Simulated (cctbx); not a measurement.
# Solving a structure by charge flipping

Cell a = 7.7270 Å, b = 7.7270 Å, c = 13.6680 Å, α = 90.00°, β = 90.00°, γ = 90.00°; space group I4/mcm (no. 140); content Pt8 Dy16 Pr4 As4.

Simulated single-crystal data (cctbx): synchrotron X-rays, λ = 0.6889 Å, to d = 0.7 Å, 70 % of the full sphere, strongest reflection 20000 counts, noise from counting, a 6 % proportional error and a noise floor of 4 counts (s.d.); no absorption.

1 earlier start (other random phases, and plain and normalised amplitudes in turn) led nowhere (symmetry correlation 0.82).

Charge flipping in P1 on plain amplitudes to 0.8 Å, δ = 0.9 σ, 10 % of the reflections treated as weak, 600 cycles:

```text
cycle      R  skewness
    0  0.626     0.37
   50  0.323     5.11
  100  0.276     4.73
  150  0.282     4.79
  200  0.282     4.70
  250  0.282     4.77
  300  0.293     4.75
  350  0.288     4.71
  400  0.287     4.75
  450  0.286     4.65
  500  0.284     4.67
  550  0.276     4.61
origin shift          correlation  skewness
 0.182  0.240  0.012      0.897      6.46
 0.184  0.244  0.193      0.897      5.72
 0.179  0.235  0.332      0.872      5.88
 0.184  0.245  0.379      0.884      4.18
taken: symmetry correlation 0.897, skewness 6.46
peak      x       y       z  mult  height/sigma
Q1    0.1423  0.3577  0.0000    8     15.6
Q2    0.1497  0.3503  0.3655   16     13.1
Q3    0.0000  0.0000  0.0000    4      9.3
Q4    0.0000  0.0000  0.2500    4      6.1
Q5    0.0141  0.3118  0.5000   16      1.9
Q6    0.0000  0.3042  0.2500   16      1.3
Q7    0.0242  0.1438  0.0000   16      1.3
Q8    0.0244  0.3493  0.3127   32      1.1
Q9    0.1129  0.3871  0.4529   16      1.1
```

The origin is taken among those within 0.04 of the best correlation, by the skewness of the map.

It took 0.8 s on 1 thread of AMD EPYC 7B13 (Zen 3), with other jobs on the host, peak memory 0.08 GiB.

Q: Assign the peaks.

Heights go roughly as Z and multiplicities must add up to the content. First model: Q1 = Pt1 (8 in the cell, height 15.6), Q2 = Dy1 (16 in the cell, height 13.1), Q3 = Pr1 (4 in the cell, height 9.3) and Q4 = As1 (4 in the cell, height 6.1). Against the true structure, Q1 is Pt, Q2 is Dy, Q3 is Pr and Q4 is As; the other peaks are not atoms.

Least squares on F², isotropic:

```text
Rint 0.051, 361 unique reflections to 0.70 A
cycle     R1     wR2    GooF  max shift (A)
   1  0.1491  0.3798  11.713   0.03495
   2  0.0206  0.0605   1.866   0.00000
final R1 0.0206 wR2 0.0605 GooF 1.866  parameters 7  data/parameter 51.6
atom        x        y        z      Ueq    occ   su(xyz)  su(Uiso or U11)
Pt1    0.14015  0.35985  0.00000   0.0077  1.000  0.00004  0.0002
Dy1    0.15280  0.34720  0.36612   0.0093  1.000  0.00004  0.0002
Pr1    0.00000  0.00000  0.00000   0.0086  1.000  0.00000  0.0002
As1    0.00000  0.00000  0.25000   0.0087  1.000  0.00000  0.0003
difference map: max 6.00 min -4.79 rms 0.47
Q1    0.0961  0.3200  0.0000   16    6.36  0.46 A from Pt1
Q2    0.0000  0.5000  0.2500    4    1.79  2.30 A from Dy1
Q3    0.0000  0.5000  0.1827    8    1.79  1.80 A from Dy1
Q4    0.1412  0.1556  0.0000   16    1.76  1.58 A from Pt1
Q5    0.0000  0.0000  0.0302    8    1.72  0.41 A from Pr1
```

Anisotropic refinement:

```text
Rint 0.051, 361 unique reflections to 0.70 A
cycle     R1     wR2    GooF  max shift (A)
   1  0.0207  0.0605   1.885   0.00041
   2  0.0133  0.0306   0.954   0.00000
final R1 0.0133 wR2 0.0306 GooF 0.954  parameters 14  data/parameter 25.8
atom        x        y        z      Ueq    occ   su(xyz)  su(Uiso or U11)
Pt1    0.14013  0.35987  0.00000   0.0077  1.000  0.00002  0.0001
Dy1    0.15284  0.34716  0.36612   0.0092  1.000  0.00002  0.0001
Pr1    0.00000  0.00000  0.00000   0.0085  1.000  0.00000  0.0001
As1    0.00000  0.00000  0.25000   0.0084  1.000  0.00000  0.0002
difference map: max 1.78 min -1.33 rms 0.35
Q1    0.0000  0.5000  0.2500    4    1.78  2.30 A from Dy1
Q2    0.1362  0.1616  0.0000   16    1.76  1.53 A from Pt1
Q3    0.0000  0.5000  0.1797    8    1.56  1.78 A from Dy1
Q4    0.0000  0.5000  0.0000    4    1.55  1.53 A from Pt1
Q5    0.0000  0.1949  0.2500   16    1.44  1.51 A from As1
Q6    0.0000  0.5000  0.1213    8    1.33  1.68 A from Dy1
```

**Reading.** The refinement ends at R1 = 0.0133, wR2 = 0.0306, GooF = 0.95, with difference density between -1.33 and 1.78 e/Å³. Every site matches the true model in element, within 0.001 Å r.m.s., up to an allowed shift of origin.

True model:

| atom | mult. | x | y | z | Ueq (Å²) |
| --- | --- | --- | --- | --- | --- |
| Pt1 | 8 | 0.1401 | 0.3599 | 0 | 0.0077 |
| Dy1 | 16 | 0.6528 | 0.8472 | 0.1339 | 0.0092 |
| Pr1 | 4 | 1/2 | 1/2 | 0 | 0.0084 |
| As1 | 4 | 1/2 | 1/2 | 1/4 | 0.0082 |

The model is made up (kin elements in a known structure type, no relaxation), so it says nothing on whether the phase exists.

[Middle refinement cycles are left out of these outputs.]

[Logs are printed without paths, hosts, clocks, repeated set-up lines and the standing remarks that a program may print on its own settings, such as how far it seeks lower states.]
